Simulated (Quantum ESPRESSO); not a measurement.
Entries from a set of simulations; values are calculated unless marked as measured.

Canted and collinear textures of CaMn2As2. The structure is trigonal, space group P-3m1 (No. 164). Conventional cell: a = 4.000 Å, b = 4.000 Å, c = 6.996 Å, α = 90.00°, β = 90.00°, γ = 120.00°. Nearest to Ca lie 6 As at 2.99 Å. Nearest to Mn lie 4 As at 2.41 to 2.44 Å. Nearest to As lie 4 Mn at 2.41 to 2.44 Å and 3 Ca at 2.99 Å. Farther neighbours are not listed. The calculation used LDA; plane waves with GBRV 1.5 LDA potentials, no spin-orbit coupling (and 1 further level or step) in Quantum ESPRESSO 7.5, with GBRV 1.5 LDA, cutoff 462.59 eV, 5×5×3 k-mesh, 68 bands, fermi-dirac occupations, smearing width 0.136 eV, SCF threshold 5.00e-8, starting moments 0 3.5 3.5 0 0 μB in one of its runs. The lowest start is random 2 and collinear alternating. The its final state is antiferromagnetic and the its moments are 2.92 μB. The its net moment is 0.00266 μB a cell. It took 5 runs, 11 min in all on 4 MPI ranks of Arm Neoverse V2, shared host (the runs of this entry). No finished start ends non-collinear. The mesh is coarse, so differences of some ten meV can be noise where moments are itinerant. Without spin–orbit coupling only the angles between moments matter. The cell holds only so many moments, so longer spirals cannot form in it.

[Hosts, paths, dates, database ids (printed as entryN), source tags and the programs' standing remarks are cut or masked in the printed files.]

[Where a cell is said to come from a database of computed structures, the database is the Materials Project.]
